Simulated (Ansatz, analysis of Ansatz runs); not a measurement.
# A hop of Mg in MgH2 (P4_2/mnm), charge −2

Wanted: path and barrier of a jump of Mg in MgH2 (P4_2/mnm) at charge −2. The case: V_Mg hop (3.0 Å), in a cell of 72 host atoms with 1 Mg taken out.

Main program and level: Ansatz 0.2.0; plane-wave PAW DFT, r2SCAN; nudged elastic band between two relaxed defect structures at fixed charge in a uniform background.

This is a report of a sequence of runs, with most program output left out.

**1. The structure**

The cell holds 71 atoms: 23 Mg and 48 H. Cell: a = 8.970 Å, b = 8.970 Å, c = 8.990 Å, α = 90.0°, β = 90.0°, γ = 90.0°. It derives from MgH2 (space group P4_2/mnm). Nearest the centre at fractional (0.500, 0.500, 0.500): H28 at 1.24 Å, H48 at 1.24 Å, Mg62 at 1.50 Å, H70 at 2.44 Å, H15 at 2.44 Å, H65 at 2.44 Å, H9 at 2.44 Å, Mg61 at 3.17 Å. The cell carries charge −2.

The cell's shortest repeat is 9.0 Å.

**2. Relaxation of the start point, charge −2**

The ends come first: from an unrelaxed start the top is counted from too high an energy, and the barrier comes out too low. Small random displacements break the symmetry of the ideal sites, so that the defect can distort if it gains by it. The charge of −2 is set by the electron count, and a uniform background keeps the cell neutral.

Contents of qm2.start/input.yaml:

```yaml
crystal:
  lattice:
    - [8.97000988, 0.0, 0.0]
    - [0.0, 8.97000988, 0.0]
    - [0.0, 0.0, 8.98962369]
  atoms:
    - { symbol: Mg, position: [0.25, 0.25, 0.16666667] }
    - { symbol: Mg, position: [0.0, 0.0, 0.0] }
    - { symbol: H, position: [0.34769609, 0.34769609, 0.0] }
    - { symbol: H, position: [0.40230391, 0.09769609, 0.16666667] }
    - { symbol: H, position: [0.15230391, 0.15230391, 0.0] }
    - { symbol: H, position: [0.09769609, 0.40230391, 0.16666667] }
    - { symbol: Mg, position: [0.25, 0.25, 0.5] }
    - { symbol: Mg, position: [0.0, 0.0, 0.33333333] }
[... 59 atom lines left out ...]
    - { symbol: H, position: [0.84769609, 0.84769609, 0.66666667] }
    - { symbol: H, position: [0.90230391, 0.59769609, 0.83333333] }
    - { symbol: H, position: [0.65230391, 0.65230391, 0.66666667] }
    - { symbol: H, position: [0.59769609, 0.90230391, 0.83333333] }
total_charge: -2
basis:
  ecutwfc: 500
  xc_grid: 2
hamiltonian:
  xc: r2scan
kpoints:
  mp_grid: { grid: [1, 1, 1] }
scf:
  occupations: { method: fixed }
  max_iter: 150
output:
  forces: true
relax:
  f_tol: 0.02
  max_steps: 70
  random_displacement: { amplitude: 0.03, seed: 2212 }
```

Command:

```
ansatz run input.yaml --threads 4 --pin off --max-ram 14131MiB --backend cpu --events-out ev --progress --plain --runs-dir out
```

It took 25 s on 4 threads of Arm Neoverse V1, shared host; peak memory 0.99 GiB.

The steps of the relaxation:

```
step  energy less that of the first step (eV)  largest force component (eV/Å)
   1                                   0.0000                          1.4429
   2                                  -0.9307                          0.6912
   3                                  -1.1414                          0.0283
   4                                  -1.1414                          0.0284
   5                                  -1.1432                          0.0039
```

The atoms that moved most (Å, from the sites as typed, ahead of the random displacement, the mean shift of all atoms taken out):

```
atom      dx      dy      dz  length
 H48   0.079  -0.078  -0.183   0.214
 H28  -0.078   0.079  -0.183   0.214
 H34  -0.079   0.078   0.183   0.214
 H54   0.080  -0.077   0.183   0.214
 H39   0.076  -0.059   0.031   0.101
 H45   0.076  -0.059  -0.030   0.100
 H27  -0.059   0.075  -0.030   0.100
 H23  -0.075   0.058   0.030   0.100
```

Neighbours of Mg62 at the end:

```
atom  distance (Å)
 H48         1.825
 H28         1.825
  H9         1.966
 H65         1.966
 H22         2.011
 H42         2.011
Mg56         3.173
Mg61         3.422
 Mg7         3.423
Mg25         3.440
Mg43         3.440
```

This step gave:

| Property | Result |
| --- | --- |
| free energy | -45080.2261 eV |
| r.m.s. move of the farther half of the atoms | 0.03842 Å |
| largest move from the ideal geometry of this structure, a common shift of the far atoms taken out | 0.2257 Å |

The relaxation gained 1.143 eV and ended with a largest force component of 0.0039 eV/Å.

**3. Relaxation of the end point, charge −2**

The end point is relaxed in the same cell and settings, so that the two energies compare. Atoms more than 3.2 Å from the middle of the hop start where the first relaxation left them, the nearer ones on or close to their ideal places, with small random displacements.

Contents of qm2.end/input.yaml:

```yaml
crystal:
  lattice:
    - [8.97000988, 0.0, 0.0]
    - [0.0, 8.97000988, 0.0]
    - [0.0, 0.0, 8.98962369]
  atoms:
    - { symbol: Mg, position: [0.25001242, 0.24999122, 0.1659481] }
    - { symbol: Mg, position: [4.15e-06, 6.61e-06, -0.0011085] }
[... 4 atom lines left out ...]
    - { symbol: Mg, position: [0.25, 0.25, 0.5] }
[... 1 atom line left out ...]
    - { symbol: H, position: [0.34769609, 0.34769609, 0.33333333] }
[... 5 atom lines left out ...]
    - { symbol: H, position: [0.34769609, 0.34769609, 0.66666667] }
[... 9 atom lines left out ...]
    - { symbol: Mg, position: [0.25, 0.75, 0.5] }
[... 2 atom lines left out ...]
    - { symbol: H, position: [0.40230391, 0.59769609, 0.5] }
[... 13 atom lines left out ...]
    - { symbol: H, position: [0.5974924, 0.40251717, 0.16595712] }
    - { symbol: Mg, position: [0.75, 0.25, 0.5] }
[... 4 atom lines left out ...]
    - { symbol: H, position: [0.59769609, 0.40230391, 0.5] }
[... 12 atom lines left out ...]
    - { symbol: Mg, position: [0.75, 0.75, 0.5] }
    - { symbol: Mg, position: [0.5, 0.5, 0.666667] }
[... 2 atom lines left out ...]
    - { symbol: H, position: [0.65230391, 0.65230391, 0.33333333] }
[... 4 atom lines left out ...]
    - { symbol: H, position: [0.65230391, 0.65230391, 0.66666667] }
    - { symbol: H, position: [0.59638025, 0.90312379, 0.83401091] }
total_charge: -2
basis:
  ecutwfc: 500
  xc_grid: 2
hamiltonian:
  xc: r2scan
kpoints:
  mp_grid: { grid: [1, 1, 1] }
scf:
  occupations: { method: fixed }
  max_iter: 150
output:
  forces: true
relax:
  f_tol: 0.02
  max_steps: 70
  random_displacement: { amplitude: 0.01, seed: 2212 }
```

Elapsed: 22 s, on 4 threads; peak memory 0.99 GiB.

Step by step:

```
step  energy less that of the first step (eV)  largest force component (eV/Å)
   1                                   0.0000                          2.7936
   2                                  -1.2033                          0.3779
   3                                  -1.3385                          0.0314
   4                                  -1.3410                          0.0052
```

The atoms that moved most (Å, from the sites as typed, ahead of the random displacement):

```
atom      dx      dy      dz  length
 H28  -0.078   0.079   0.182   0.213
 H48   0.078  -0.078   0.182   0.213
 H42   0.080  -0.080  -0.179   0.212
 H22  -0.080   0.080  -0.178   0.212
 H34   0.080  -0.080  -0.178   0.211
 H54  -0.082   0.079  -0.177   0.211
Mg56   0.000   0.000   0.181   0.181
Mg62   0.000   0.000  -0.089   0.089
```

Neighbours of Mg62 at the end:

```
atom  distance (Å)
 H48         1.825
 H28         1.825
 H15         1.967
 H70         1.967
 H34         2.011
 H54         2.011
Mg56         3.171
Mg61         3.423
 Mg7         3.424
Mg43         3.440
Mg25         3.440
```

Numbers from this step:

- free energy: -45080.2260 eV
- r.m.s. move of the farther half of the atoms: 0.03842 Å
- largest move from the ideal geometry of this structure, a common shift of the far atoms taken out: 0.2261 Å

The relaxation gained 1.341 eV and ended with a largest force component of 0.0052 eV/Å. The end lies within 1 meV of the start.

**4. Nudged elastic band, charge −2**

5 movable images are laid between the ends on a pair-potential path, which keeps atoms from colliding in the first guess. Each image feels the true force across the path and a spring force along it. The highest image is set to climb to the top of the path.

This step: plane-wave PAW DFT, r2SCAN; nudged elastic band between two relaxed defect structures at fixed charge in a uniform background.

Contents of qm2.neb/input.yaml:

```yaml
crystal:
  lattice:
    - [8.97000988, 0.0, 0.0]
    - [0.0, 8.97000988, 0.0]
    - [0.0, 0.0, 8.98962369]
  atoms:
    - { symbol: Mg, position: [0.24967217, 0.24986096, 0.16689932] }
    - { symbol: Mg, position: [-0.0003361, -0.00012365, -0.00015727] }
    - { symbol: H, position: [0.34496645, 0.34510331, 0.00325062] }
    - { symbol: H, position: [0.40435203, 0.09892898, 0.16689016] }
    - { symbol: H, position: [0.15233429, 0.15258892, -0.00095022] }
    - { symbol: H, position: [0.09878182, 0.40459584, 0.16689231] }
    - { symbol: Mg, position: [0.25495632, 0.25515973, 0.50377582] }
    - { symbol: Mg, position: [-0.00034092, -0.00012853, 0.33395994] }
    - { symbol: H, position: [0.34493078, 0.3451219, 0.33054761] }
    - { symbol: H, position: [0.40324622, 0.09673918, 0.49878627] }
    - { symbol: H, position: [0.15232917, 0.15259286, 0.33474163] }
    - { symbol: H, position: [0.09658479, 0.40350046, 0.49882545] }
    - { symbol: Mg, position: [0.25493785, 0.25516478, 0.83002584] }
    - { symbol: Mg, position: [-0.0003537, -0.00016946, 0.66689101] }
    - { symbol: H, position: [0.34118968, 0.34116579, 0.66690533] }
    - { symbol: H, position: [0.40323642, 0.09673224, 0.83499757] }
    - { symbol: H, position: [0.148398, 0.14860178, 0.66689114] }
    - { symbol: H, position: [0.0965708, 0.40350672, 0.8349696] }
    - { symbol: Mg, position: [0.25088329, 0.74865354, 0.16689193] }
    - { symbol: Mg, position: [-0.0003133, 0.49987016, 0.00051484] }
    - { symbol: H, position: [0.34086106, 0.85594953, 0.00360957] }
    - { symbol: H, position: [0.40216232, 0.59731383, 0.16688556] }
    - { symbol: H, position: [0.14356028, 0.65869409, 0.00359818] }
    - { symbol: H, position: [0.09620811, 0.90334557, 0.16689035] }
    - { symbol: Mg, position: [0.25208838, 0.74744821, 0.49946662] }
    - { symbol: Mg, position: [-0.00031474, 0.49986727, 0.33328609] }
    - { symbol: H, position: [0.34083788, 0.85597988, 0.33018063] }
    - { symbol: H, position: [0.39327389, 0.60635526, 0.47990429] }
    - { symbol: H, position: [0.14357806, 0.65868495, 0.33019631] }
    - { symbol: H, position: [0.09766198, 0.90184691, 0.49886743] }
    - { symbol: Mg, position: [0.25209789, 0.74744082, 0.83431613] }
    - { symbol: Mg, position: [-0.00035476, 0.49989816, 0.66688903] }
    - { symbol: H, position: [0.34289042, 0.85328822, 0.6669064] }
    - { symbol: H, position: [0.39319647, 0.60625088, 0.8538892] }
    - { symbol: H, position: [0.14626569, 0.65662685, 0.66689445] }
    - { symbol: H, position: [0.09766091, 0.90185418, 0.83492335] }
    - { symbol: Mg, position: [0.74847003, 0.25109938, 0.16690809] }
    - { symbol: Mg, position: [0.49966329, -0.00013532, 0.00050309] }
    - { symbol: H, position: [0.85581976, 0.34102507, 0.00362405] }
    - { symbol: H, position: [0.90311645, 0.09638754, 0.16690447] }
    - { symbol: H, position: [0.65846073, 0.14378846, 0.00361026] }
    - { symbol: H, position: [0.59715216, 0.40238691, 0.16690834] }
    - { symbol: Mg, position: [0.74724593, 0.25231185, 0.49948295] }
    - { symbol: Mg, position: [0.49966566, -0.00013109, 0.33328051] }
    - { symbol: H, position: [0.85580114, 0.34103908, 0.33019838] }
    - { symbol: H, position: [0.9016325, 0.09786759, 0.49888367] }
    - { symbol: H, position: [0.65846724, 0.14379644, 0.33020236] }
    - { symbol: H, position: [0.60618541, 0.3935073, 0.47986956] }
    - { symbol: Mg, position: [0.74725106, 0.25230046, 0.83433136] }
    - { symbol: Mg, position: [0.49963496, -9.767e-05, 0.66689244] }
    - { symbol: H, position: [0.85310912, 0.3430946, 0.66690432] }
    - { symbol: H, position: [0.90163332, 0.0978546, 0.83491171] }
    - { symbol: H, position: [0.65637693, 0.14652113, 0.66690818] }
    - { symbol: H, position: [0.60625265, 0.39357691, 0.85387147] }
    - { symbol: Mg, position: [0.7496888, 0.74989285, 0.16690027] }
    - { symbol: Mg, position: [0.49968352, 0.49985312, -0.00958527] }
    - { symbol: H, position: [0.84696141, 0.84719733, -0.00095606] }
    - { symbol: H, position: [0.9006013, 0.59516522, 0.16690127] }
    - { symbol: H, position: [0.65437394, 0.65464418, 0.0032856] }
    - { symbol: H, position: [0.59495523, 0.90080247, 0.16688893] }
    - { symbol: Mg, position: [0.74430124, 0.74452434, 0.503766] }
    - { symbol: Mg, position: [0.49965165, 0.4998668, 0.34337682] }
    - { symbol: H, position: [0.84696735, 0.84717188, 0.33476111] }
    - { symbol: H, position: [0.90276149, 0.59624294, 0.49878847] }
    - { symbol: H, position: [0.65438092, 0.65463084, 0.3304948] }
    - { symbol: H, position: [0.59603421, 0.9029827, 0.49882452] }
    - { symbol: Mg, position: [0.74433955, 0.74455912, 0.83003033] }
    - { symbol: H, position: [0.85088155, 0.85110333, 0.66688732] }
    - { symbol: H, position: [0.90277622, 0.59624887, 0.83499709] }
    - { symbol: H, position: [0.65825143, 0.65839627, 0.66691632] }
    - { symbol: H, position: [0.59604001, 0.90299353, 0.83496214] }
total_charge: -2
basis:
  ecutwfc: 500
  xc_grid: 2
hamiltonian:
  xc: r2scan
kpoints:
  mp_grid: { grid: [1, 1, 1] }
scf:
  occupations: { method: fixed }
  max_iter: 150
output:
  forces: true
neb:
  images: 5
  f_tol: 0.05
  climbing: true
  initial_path: idpp
  max_iterations: 45
  order_check: false
  final_atoms:
    - { symbol: Mg, position: [0.2549114, 0.2551202, 0.17186452] }
    - { symbol: Mg, position: [-0.00033722, -0.00012711, 0.00205312] }
[... 4 atom lines left out ...]
    - { symbol: Mg, position: [0.2549052, 0.25510745, 0.49817178] }
[... 1 atom line left out ...]
    - { symbol: H, position: [0.34092746, 0.34110037, 0.33502586] }
[... 5 atom lines left out ...]
    - { symbol: H, position: [0.34487894, 0.34509746, 0.67135509] }
[... 9 atom lines left out ...]
    - { symbol: Mg, position: [0.25205936, 0.74746915, 0.50245708] }
[... 2 atom lines left out ...]
    - { symbol: H, position: [0.39324457, 0.606327, 0.5220882] }
[... 13 atom lines left out ...]
    - { symbol: H, position: [0.60610161, 0.39345375, 0.14792416] }
    - { symbol: Mg, position: [0.74724428, 0.25228432, 0.50246735] }
[... 4 atom lines left out ...]
    - { symbol: H, position: [0.60608233, 0.39345049, 0.52208385] }
[... 12 atom lines left out ...]
    - { symbol: Mg, position: [0.74440275, 0.74461531, 0.49817066] }
    - { symbol: Mg, position: [0.49964907, 0.49987091, 0.65862099] }
[... 2 atom lines left out ...]
    - { symbol: H, position: [0.65840904, 0.65860803, 0.33501831] }
[... 4 atom lines left out ...]
    - { symbol: H, position: [0.65443355, 0.65463642, 0.67136778] }
    - { symbol: H, position: [0.59499725, 0.900842, 0.83500704] }
```

It took 12 min on 4 threads; peak memory 3.3 GiB.

The path, image by image:

```
image  path (Å)  energy (eV)    Mg62: x, y, z (Å)
    0     0.000       0.0000  4.482, 4.484, 3.087
    1     0.624       0.2385  4.559, 4.561, 3.453
    2     1.247       0.7451  4.716, 4.718, 3.966
    3     1.871       0.8271  4.879, 4.881, 4.503
    4     2.495       0.7467  4.721, 4.723, 5.044
    5     3.120       0.2379  4.562, 4.563, 5.557
    6     3.744       0.0000  4.482, 4.484, 5.921
```

Read from the output:

| Item | Value |
| --- | --- |
| free energy | -45079.3990 eV |
| barrier forward | 0.8271 eV |
| barrier backward | 0.8271 eV |
| end less start | -1.16e-5 eV |
| hop length | 2.834 Å |

Track of the atom that was set to move:

```
image  x (Å)  y (Å)  z (Å)  nearest neighbour  distance (Å)
    0  4.482  4.484  3.087                  H         1.825
    1  4.559  4.561  3.453                  H         1.787
    2  4.716  4.718  3.966                  H         1.708
    3  4.879  4.881  4.503                  H         1.707
    4  4.721  4.723  5.044                  H         1.711
    5  4.562  4.563  5.557                  H         1.789
    6  4.482  4.484  5.921                  H         1.825
```

The band met its tolerance of 0.05 eV/Å after 12 iterations, with image 3 on top (the start counts as 0). Mg62, which moves farthest between the ends, has 6 H at 1.82 to 2.01 Å nearest at the start and 4 H at 1.71 to 1.94 Å at the top.

**5. Results**

```json
{
 "barrier forward": "0.83 eV",
 "barrier backward": "0.83 eV",
 "end less start": "0.00 eV",
 "hop length": "2.83 Å",
 "band iterations, as the log counts them": "12"
}
```

**Reading.** The top of the band lies 0.83 eV above the start and 0.83 eV above the end, which are alike in energy and neighbours. With an assumed prefactor of 1e13 per second it gives one hop a second along this one path at about 320 K; whether such hops link up through the crystal wasn't checked. At the top Mg62 stands 1.71 Å from its nearest H, 0.12 Å closer than at the start. The order of the top as a saddle was not checked for all atoms, so a bent path could be lower. No image-charge correction is applied; it largely cancels along a path if the charge stays localised alike. Keep in mind: sampling at the zone centre alone can move energies of charged and open-shell states by tenths of an eV or more in cells of this size; periodic copies of the defect are only 9.0 Å apart.

[Logs are printed without paths, hosts, clocks, repeated set-up lines and the standing remarks that a program may print on its own settings, such as how far it seeks lower states.]

[Hosts, paths, dates, database ids (printed as entryN), source tags and the programs' standing remarks are cut or masked in the printed files.]
